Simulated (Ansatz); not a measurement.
**CdS (Greenockite): bands and screening cutoff converge together**

Aim: vary empty bands and screening cutoff apart and together in G0W0 on CdS (Greenockite).

Main program and level: Ansatz 0.2.0; G0W0 on PBE, plane waves, PAW; PAW set soft_1.

## 1. The structure

It takes space group P6_3mc (No. 186, hexagonal). The conventional cell has a = 4.137 Å, b = 4.137 Å, c = 6.714 Å, α = 90.00°, β = 90.00°, γ = 120.00°. Nearest to Cd lie 4 S at 2.52 to 2.53 Å. Nearest to S lie 4 Cd at 2.52 to 2.53 Å. Farther neighbours and most contacts between anions are not listed.

Structure file:

```cif
data_structure
_symmetry_space_group_name_H-M 'P6_3mc'
_symmetry_Int_Tables_number 186
_cell_length_a 4.1370
_cell_length_b 4.1370
_cell_length_c 6.7144
_cell_angle_alpha 90.000
_cell_angle_beta 90.000
_cell_angle_gamma 120.000
_cell_volume 99.52
loop_
_atom_site_label
_atom_site_type_symbol
_atom_site_symmetry_multiplicity
_atom_site_Wyckoff_symbol
_atom_site_fract_x
_atom_site_fract_y
_atom_site_fract_z
_atom_site_occupancy
Cd1 Cd 2 b 0.66667 0.33333 0.00000 1
S1 S 2 b 0.66667 0.33333 0.37500 1
```

The cell and positions come from the Crystallography Open Database and are kept as given unless a step says otherwise.

## 2. 79 empty bands, screening to 50 eV

G0W0 replaces the xc potential by the self-energy, built once from these orbitals. Only a window of levels is corrected, while the sums run over the empty bands that the input names. This step takes PAW set soft_1 files.

Input file input.yaml:

```yaml
crystal:
  lattice:
    - [4.137, 0.0, 0.0]
    - [-2.0685, 3.5827470955, 0.0]
    - [0.0, 0.0, 6.7144]
  atoms:
    - { symbol: Cd, position: [0.6666666667, 0.3333333333, 0.0] }
    - { symbol: Cd, position: [0.3333333333, 0.6666666667, 0.5] }
    - { symbol: S, position: [0.6666666667, 0.3333333333, 0.375] }
    - { symbol: S, position: [0.3333333333, 0.6666666667, 0.875] }
kpoints:
  mp_grid: { grid: [6, 6, 2] }
hamiltonian:
  xc: pbe
  pseudopotentials: { kind: paw, azcp: { folder: soft_1 } }
scf:
  occupations: { method: fixed }
gw:
  n_empty_bands: 79
  ecut_chi: 50
  qp_bands: [v2, c2]
  qp_kpoints: band_edges
  screening: { model: contour_deformation }
```

Run with:

```sh
$ ansatz run input.yaml --threads 3 --pin off --max-ram 92160MiB --backend cuda --events-out ev --progress --plain --runs-dir out --devices 1 --max-vram 13GiB
```

Numbers of over 12 decimals in the logs are rounded to 6 here.

Output:

```text
GPUs: using 1 of 1 available (devices: 1).
Engine: ansatz 0.2.0, x86_64-unknown-linux-gnu
Pseudopotentials: kind: paw
Pseudopotential: Cd, paw, valence charge 20, recommended cutoff 420 eV (normal), soft_1/Cd.paw.azcp
Pseudopotential: S, paw, valence charge 6, recommended cutoff 420 eV (normal), soft_1/S.paw.azcp
Functional definition: PBE
  parameter kappa = 0.804
  parameter beta = 0.066725
  exchange = pbe_x(kappa = kappa, mu = beta*pi^2/3)
  correlation = pbe_c(beta = beta)
device memory: the entry about to start is reckoned to put 0.9 GiB on a device that reports 66.2 GiB free (of which the cap on the GPU budget leaves the run 13.0 GiB)
GPU FFT provider: cuFFT
GPU libraries: cuBLAS 13.8.2, cuFFT 12.4.0, cuSOLVER 12.3.4
Crystal: 4 atoms, lattice volume = 99.520 Å³
Basis set: ecut = 420 eV, 1943 PW (Γ)
Bands: 32, of which v1, the nominal top of the filled ones, is band 26 counted from 1 (25 counted from 0)
Symmetry: 12 space group operations
Space group: P63mc (ITA 186), of the structure as read, at distance tolerance 4.6e-5 Å
k-points: 14 of 72
Non-local potential: Cd, projectors of the file, l = 0: 3, l = 1: 2, l = 2: 2, l = 3: 1
Non-local potential: S, projectors of the file, l = 0: 2, l = 1: 2, l = 2: 1
PAW form: soft (Blöchl's): semilocal exchange-correlation on the pseudo side does not see the compensation charge
PAW one-centre angular grid: Cd, 590 points (default); XC on 64 Gauss nodes
PAW one-centre angular grid: S, 110 points (default); XC on 64 Gauss nodes
Initial density: superposition of atomic densities (chi_scale 0.1, normalization cell, long waves kept (reshape's long-wave potential 0.00 eV rms))
Initial wavefunctions: pseudopotential atomic-orbital guess
GPU buffer pool allocated for 40500 grid points (all kernels)
GPU transforms: local potential and band sums: pruned to the plane-wave sphere, on 27×27×45
Functional: x = pbe(κ = 0.804, μ = 0.219515), c = pbe(β = 0.066725)
SCF iter   1: F=—  HF=-18315.915873 eV  |F-HF|=—  |Δ(HF+E_count)|=         —  Δρ=2.85e-2  dr2=7.09e-1  ethr=3.10e-3  ⟨swp⟩=4.9  Hψ=1574  notcnv=0  defer=54
preconditioner: auto → Resta (q_TF=auto, 2.449 Å⁻¹)  ε∞=4.5  [insulator: Δε(μ)=1.431 eV  Ē_g=11.908 eV  n_scr=22 (ndim 8)  ℏωp=22.3 eV  f_vac=0.073  ε∞_Penn≈4.5]
SCF iter   2: F=—  HF=-18315.768463 eV  |F-HF|=—  |Δ(HF+E_count)|=   1.47e-1  Δρ=1.38e-2  dr2=1.66e-1  ethr=1.36e-3  ⟨swp⟩=2.9  Hψ=817  notcnv=0  defer=55
SCF iter   3: F=—  HF=-18315.759004 eV  |F-HF|=—  |Δ(HF+E_count)|=   9.46e-3  Δρ=4.64e-3  dr2=2.01e-2  ethr=3.20e-4  ⟨swp⟩=2.0  Hψ=523  notcnv=0  defer=55
SCF iter   4: F=—  HF=-18315.761731 eV  |F-HF|=—  |Δ(HF+E_count)|=   2.73e-3  Δρ=1.05e-3  dr2=1.51e-3  ethr=3.86e-5  ⟨swp⟩=2.0  Hψ=660  notcnv=0  defer=55
SCF iter   5: F=—  HF=-18315.763367 eV  |F-HF|=—  |Δ(HF+E_count)|=   1.64e-3  Δρ=4.19e-4  dr2=2.30e-4  ethr=2.91e-6  ⟨swp⟩=2.8  Hψ=700  notcnv=0  defer=55
SCF iter   6: F=—  HF=-18315.763892 eV  |F-HF|=—  |Δ(HF+E_count)|=   5.25e-4  Δρ=7.43e-5  dr2=5.93e-6  ethr=4.41e-7  ⟨swp⟩=2.1  Hψ=698  notcnv=0  defer=55
SCF iter   7: F=—  HF=-18315.763916 eV  |F-HF|=—  |Δ(HF+E_count)|=   2.38e-5  Δρ=1.47e-5  dr2=2.82e-7  ethr=1.14e-8  ⟨swp⟩=2.0  Hψ=706  notcnv=0  defer=46
SCF iter   8: F=-18315.763917 eV  HF=-18315.763917 eV  |F-HF|=4.03e-8  |Δ(HF+E_count)|=   8.64e-7  Δρ=3.88e-6  dr2=2.03e-8  ethr=1.92e-10  ⟨swp⟩=10.1  Hψ=2073  notcnv=0
SCF 1 converged in 8 iterations: F = -18315.763917 eV  dr2 = 2.03e-8
[...]
device memory: the entry about to start is reckoned to put 1.0 GiB on a device that reports 65.5 GiB free (of which the cap on the GPU budget leaves the run 13.0 GiB)
NSCF: frozen V_eff on 14 k-points, pencils in batches of 32, up to order 128
[...]
device memory: the entry about to start is reckoned to put 2.9 GiB on a device that reports 60.0 GiB free (of which the cap on the GPU budget leaves the run 13.0 GiB)
NSCF: frozen V_eff on 14 k-points
G₀W₀ screening: q 1/14
[... further progress lines ...]
SCF converged after 8 iterations
Free energy (F): -18315.763917 eV
Harris-Foulkes:  -18315.763917 eV  (|F-HF|=4.03e-8)
Internal energy: -18315.763917 eV  (E = F + TS)
E sigma→0 (E₀):  -18315.763917 eV
Fermi energy:    6.865973 eV
--- Per-component energies (eV) ---
  E_band       = -1014.991199
  E_kinetic    = 1092.667976
  E_local      = -8096.629183  (includes V_loc(G=0)·N_el)
  E_nonlocal   = 309.116906
  E_hartree    = 3685.328154
  E_xc         = -491.557797
  E_vxc        = -558.334656  (∫ρ·V_xc dr)
  E_paw        = -9414.994892  (= ΣΔE_a)
  E_vpaw       = -1132.465749  (= ΣTr[D̂ρ^β])
  E_aug_tail   = 0.000705  (compensation charges beyond the density's cutoff)
  E_ewald      = -5399.695785
  E_smearing   = -0.000000  (= −TS)
  E_closure    = 0.000000  (closes the sum)
  Σ components = -18315.763917   (vs F -18315.763917, Δ=0.00e0)
--- Band table (eV; the first three rows and the last of 14) ---
  k-point 0: bands = [... 22 lower, 6.0964, 6.8241, 6.8660, 6.8660, 8.0842, 9.6681, 13.3254, 13.3254, ... 2 higher]
  k-point 1: bands = [... 22 lower, 6.4675, 6.4675, 6.4675, 6.4675, 9.7277, 9.7277, 13.0511, 13.0511, ... 2 higher]
  k-point 2: bands = [... 22 lower, 5.6731, 5.7819, 6.6199, 6.6817, 9.2227, 10.5244, 12.6148, 13.6769, ... 2 higher]
  k-point 13: bands = [... 22 lower, 4.4516, 4.4516, 5.7458, 5.7458, 11.2754, 11.2754, 12.9577, 12.9577, ... 2 higher]
--- G₀W₀: contour deformation, 7 samples at zero and on the imaginary axis and 1 off it, 72 q-points, 79 empty bands' worth ---
  eigenvalues of the whole cell's RPA ε∞ on this k-mesh (on a slab, of 1 + 4πα/V) = 7.0378, 7.0378, 7.1985; static W/v taken at q = 0 is 0.140297
  bands read: the sum over 105 bands ends inside a degenerate multiplet in 9 slots, whose members it reads at an even weight; the widest, k=1: bands 105 to 108 (counted from 1) at 1/4 each
  gw.qp_kpoints: band_edges: 9 of 14 stored k-points solved, in 1 pass; an edge of the gap read off the rows below is read off those points alone
    valence top: of the k-points left out ik 8 came nearest to being solved in a further pass, in band 26 (counted from 1, as in the quasiparticle table): it holds the edge there only if its correction is more favourable than any solved in that band by at least 0.619 eV; those differ by 0.174 eV
    conduction bottom: of the k-points left out ik 8 came nearest to being solved in a further pass, in band 27 (counted from 1, as in the quasiparticle table): it holds the edge there only if its correction is more favourable than any solved in that band by at least 2.200 eV; those differ by 0.271 eV
    ik  band        ε_KS         Σx   Σc(E_QP)       V_xc       Z   E_QP_lin       E_QP  E_QP is
     0    25      6.8660   -20.8325     2.5543   -18.0764  0.7523     6.6630     6.6642  root
     0    26      6.8660   -20.8325     2.5543   -18.0764  0.7523     6.6630     6.6642  root
     0    27      8.0842    -8.7160    -3.2472   -12.4571  0.7896     8.5860     8.5781  root
     0    28      9.6681    -8.2001    -3.5924   -12.4444  0.7861    10.3370    10.3201  root
     1    25      6.4675   -20.3010     2.6750   -17.3622  0.7493     6.2015     6.2037  root
     1    26      6.4675   -20.3010     2.6750   -17.3622  0.7493     6.2015     6.2037  root
     1    27      9.7277    -8.7108    -3.5075   -12.8608  0.7808    10.3864    10.3702  root
     1    28      9.7277    -8.7108    -3.5075   -12.8608  0.7808    10.3864    10.3702  root
     2    25      6.6199   -20.5033     2.6959   -17.5500  0.7492     6.3604     6.3626  root
     2    26      6.6817   -20.5920     2.6164   -17.7447  0.7507     6.4492     6.4508  root
     2    27      9.2227    -9.7423    -3.1696   -13.4970  0.7776     9.8205     9.8078  root
     2    28     10.5244    -8.6683    -3.7220   -13.1398  0.7759    11.2999    11.2738  root
     3    25      6.2106   -19.9471     2.7304   -16.9167  0.7469     5.9075     5.9106  root
     3    26      6.2106   -19.9471     2.7304   -16.9167  0.7469     5.9075     5.9106  root
[...]
7    28     10.3524    -7.6612    -3.5922   -11.8158  0.7853    10.9267    10.9147  root
    13    25      5.7458   -19.2633     2.8781   -16.0365  0.7406     5.3927     5.3972  root
    13    26      5.7458   -19.2633     2.8781   -16.0365  0.7406     5.3927     5.3972  root
    13    27     11.2754    -8.3328    -3.9280   -13.0258  0.7735    12.0701    12.0405  root
    13    28     11.2754    -8.3328    -3.9280   -13.0258  0.7735    12.0701    12.0405  root
```

It took 18 s on 1 × NVIDIA H100 80GB HBM3 (shared by 6 runs) with 3 threads of AMD EPYC 7R13 (Zen 3), shared host; peak memory 1.1 GiB.

This step gave:

```
bands summed                                 : 105
RPA ε∞ on this mesh (eigenvalues)            : 7.038, 7.038, 7.198
plane waves in the screening matrix          : 85
q-points in the mesh                         : 72
G0W0 gap on the mesh                         : 1.914 eV
k of the valence top                         : 0, 0, 0
k of the conduction bottom                   : 0, 0, 0
starting gap on the mesh                     : 1.218 eV
Z at the valence top                         : 0.7523
Z at the conduction bottom                   : 0.7896
least direct G0W0 gap on the computed points : 1.914 eV
```

The gap on the mesh goes from 1.22 eV to 1.91 eV, a correction of +0.70 eV. Between the two edge states, bare exchange in place of the xc potential would open the gap by 6.50 eV, and correlation takes back 5.80 eV.

## 3. 415 empty bands, screening to 50 eV

Changes to input.yaml since step 2:

```diff
@@ -18,3 +18,3 @@
 gw:
-  n_empty_bands: 79
+  n_empty_bands: 415
   ecut_chi: 50
```

Output:

```text
GPUs: using 1 of 1 available (devices: 1).
[...]
GPU FFT provider: cuFFT
GPU libraries: cuBLAS 13.8.2, cuFFT 12.4.0, cuSOLVER 12.3.4
Crystal: 4 atoms, lattice volume = 99.520 Å³
Basis set: ecut = 420 eV, 1943 PW (Γ)
Bands: 32, of which v1, the nominal top of the filled ones, is band 26 counted from 1 (25 counted from 0)
Symmetry: 12 space group operations
[...]
k-points: 14 of 72
[...]
1    28      9.7277    -8.7108    -3.7563   -12.8608  0.7807    10.1263    10.1213  root
[...]
13    25      5.7458   -19.2633     2.7002   -16.0365  0.7409     5.2079     5.2193  root
    13    26      5.7458   -19.2633     2.7002   -16.0365  0.7409     5.2079     5.2193  root
    13    27     11.2754    -8.3328    -4.1997   -13.0258  0.7731    11.7783    11.7687  root
    13    28     11.2754    -8.3328    -4.1997   -13.0258  0.7731    11.7783    11.7687  root
[key lines of the parts left out:]
SCF converged after 8 iterations
Free energy (F): -18315.763917 eV
Fermi energy:    6.865973 eV
```

Run time: 18 s. Hardware: 1 × NVIDIA H100 80GB HBM3 (shared by 6 runs) with 3 threads; peak memory 1.4 GiB.

This step gave:

```
bands summed                                 : 441
RPA ε∞ on this mesh (eigenvalues)            : 7.067, 7.067, 7.228
plane waves in the screening matrix          : 85
G0W0 gap on the mesh                         : 1.875 eV
k of the valence top                         : 0, 0, 0
k of the conduction bottom                   : 0, 0, 0
starting gap on the mesh                     : 1.218 eV
least direct G0W0 gap on the computed points : 1.875 eV
```

Against the run with 6×6×2 mesh, 79 empty bands, screening to 50 eV, PAW set soft_1 files, the gap moves by −0.04 eV.

## 4. 225 empty bands, screening to 100 eV

Bands and screening cutoff are moved together, since each hides the error of the other.

Changes to input.yaml since step 3:

```diff
@@ -18,4 +18,4 @@
 gw:
-  n_empty_bands: 415
-  ecut_chi: 50
+  n_empty_bands: 225
+  ecut_chi: 100
   qp_bands: [v2, c2]
```

Output:

```text
GPUs: using 1 of 1 available (devices: 1).
[...]
GPU FFT provider: cuFFT
GPU libraries: cuBLAS 13.8.2, cuFFT 12.4.0, cuSOLVER 12.3.4
Crystal: 4 atoms, lattice volume = 99.520 Å³
Basis set: ecut = 420 eV, 1943 PW (Γ)
Bands: 32, of which v1, the nominal top of the filled ones, is band 26 counted from 1 (25 counted from 0)
Symmetry: 12 space group operations
[...]
k-points: 14 of 72
[...]
1    28      9.7277    -8.7108    -3.8161   -12.8608  0.7772    10.0649    10.0615  root
[...]
13    25      5.7458   -19.2633     2.5724   -16.0365  0.7350     5.0720     5.0914  root
    13    26      5.7458   -19.2633     2.5724   -16.0365  0.7350     5.0720     5.0914  root
    13    27     11.2754    -8.3328    -4.2405   -13.0258  0.7704    11.7358    11.7279  root
    13    28     11.2754    -8.3328    -4.2405   -13.0258  0.7704    11.7358    11.7279  root
[key lines of the parts left out:]
SCF converged after 8 iterations
Free energy (F): -18315.763917 eV
Fermi energy:    6.865973 eV
```

The job ended after 20 s (1 × NVIDIA H100 80GB HBM3 (shared by 6 runs) with 3 threads; peak memory 1.3 GiB).

The G0W0 gap on the mesh is 1.967 eV.

## 5. 1174 empty bands, screening to 100 eV

Changes to input.yaml since step 4:

```diff
@@ -18,3 +18,3 @@
 gw:
-  n_empty_bands: 225
+  n_empty_bands: 1174
   ecut_chi: 100
```

Output:

```text
GPUs: using 1 of 1 available (devices: 1).
[...]
GPU FFT provider: cuFFT
GPU libraries: cuBLAS 13.8.2, cuFFT 12.4.0, cuSOLVER 12.3.4
Crystal: 4 atoms, lattice volume = 99.520 Å³
Basis set: ecut = 420 eV, 1943 PW (Γ)
Bands: 32, of which v1, the nominal top of the filled ones, is band 26 counted from 1 (25 counted from 0)
Symmetry: 12 space group operations
[...]
k-points: 14 of 72
[...]
1    28      9.7277    -8.7108    -3.9271   -12.8608  0.7770     9.9520     9.9506  root
[...]
13    25      5.7458   -19.2633     2.4791   -16.0365  0.7349     4.9701     4.9982  root
    13    26      5.7458   -19.2633     2.4791   -16.0365  0.7349     4.9701     4.9982  root
    13    27     11.2754    -8.3328    -4.3554   -13.0258  0.7700    11.6171    11.6131  root
    13    28     11.2754    -8.3328    -4.3554   -13.0258  0.7700    11.6171    11.6131  root
[key lines of the parts left out:]
SCF converged after 8 iterations
Free energy (F): -18315.763917 eV
Fermi energy:    6.865973 eV
```

Wall time 65 s (1 × NVIDIA H100 80GB HBM3 (shared by 6 runs) with 3 threads); peak memory 2.6 GiB; 2.1 min of CPU time.

The G0W0 gap on the mesh is 1.968 eV.

## 6. 79 empty bands, screening to 150 eV

Changes to input.yaml since step 5:

```diff
@@ -18,4 +18,4 @@
 gw:
-  n_empty_bands: 1174
-  ecut_chi: 100
+  n_empty_bands: 79
+  ecut_chi: 150
   qp_bands: [v2, c2]
```

Output:

```text
GPUs: using 1 of 1 available (devices: 1).
[...]
GPU FFT provider: cuFFT
GPU libraries: cuBLAS 13.8.2, cuFFT 12.4.0, cuSOLVER 12.3.4
Crystal: 4 atoms, lattice volume = 99.520 Å³
Basis set: ecut = 420 eV, 1943 PW (Γ)
Bands: 32, of which v1, the nominal top of the filled ones, is band 26 counted from 1 (25 counted from 0)
Symmetry: 12 space group operations
[...]
k-points: 14 of 72
[...]
1    28      9.7277    -8.7108    -3.5272   -12.8608  0.7776    10.3654    10.3505  root
[...]
13    25      5.7458   -19.2633     2.8379   -16.0365  0.7347     5.3512     5.3570  root
    13    26      5.7458   -19.2633     2.8379   -16.0365  0.7347     5.3512     5.3570  root
    13    27     11.2754    -8.3328    -3.9226   -13.0258  0.7711    12.0761    12.0459  root
    13    28     11.2754    -8.3328    -3.9226   -13.0258  0.7711    12.0761    12.0459  root
[key lines of the parts left out:]
SCF converged after 8 iterations
Free energy (F): -18315.763917 eV
Fermi energy:    6.865973 eV
```

The job ended after 12 s (1 × NVIDIA H100 80GB HBM3 (shared by 6 runs) with 3 threads; peak memory 1.4 GiB; 14 s of CPU time).

The G0W0 gap on the mesh is 1.941 eV.

## 7. 415 empty bands, screening to 150 eV

Changes to input.yaml since step 6:

```diff
@@ -18,3 +18,3 @@
 gw:
-  n_empty_bands: 79
+  n_empty_bands: 415
   ecut_chi: 150
```

Output:

```text
GPUs: using 1 of 1 available (devices: 1).
[...]
GPU FFT provider: cuFFT
GPU libraries: cuBLAS 13.8.2, cuFFT 12.4.0, cuSOLVER 12.3.4
Crystal: 4 atoms, lattice volume = 99.520 Å³
Basis set: ecut = 420 eV, 1943 PW (Γ)
Bands: 32, of which v1, the nominal top of the filled ones, is band 26 counted from 1 (25 counted from 0)
Symmetry: 12 space group operations
[...]
k-points: 14 of 72
[...]
1    28      9.7277    -8.7108    -3.9455   -12.8608  0.7762     9.9333     9.9321  root
[...]
13    25      5.7458   -19.2633     2.4300   -16.0365  0.7336     4.9157     4.9491  root
    13    26      5.7458   -19.2633     2.4300   -16.0365  0.7336     4.9157     4.9491  root
    13    27     11.2754    -8.3328    -4.3553   -13.0258  0.7695    11.6172    11.6132  root
    13    28     11.2754    -8.3328    -4.3553   -13.0258  0.7695    11.6172    11.6132  root
[key lines of the parts left out:]
SCF converged after 8 iterations
Free energy (F): -18315.763917 eV
Fermi energy:    6.865973 eV
```

It took 24 s on 1 × NVIDIA H100 80GB HBM3 (shared by 6 runs) with 3 threads; peak memory 1.7 GiB; 34 s of CPU time.

The G0W0 gap on the mesh is 2.006 eV.

(Part 1 of 2 ends here.)

[Paths, hosts, dates, memory and timing lines, banners, echoed tables and standing remarks are left out of the program output.]

[Logs are printed without paths, hosts, clocks, repeated set-up lines and the standing remarks that a program may print on its own settings, such as how far it seeks lower states.]

[Runs of the session that timed out or met a known fault of the program may be left out.]

[Cells called generated may have been cut or substituted from an entry of the Crystallography Open Database or the Materials Project.]

[Hosts, paths, dates, database ids (printed as entryN), source tags and the programs' standing remarks are cut or masked in the printed files.]
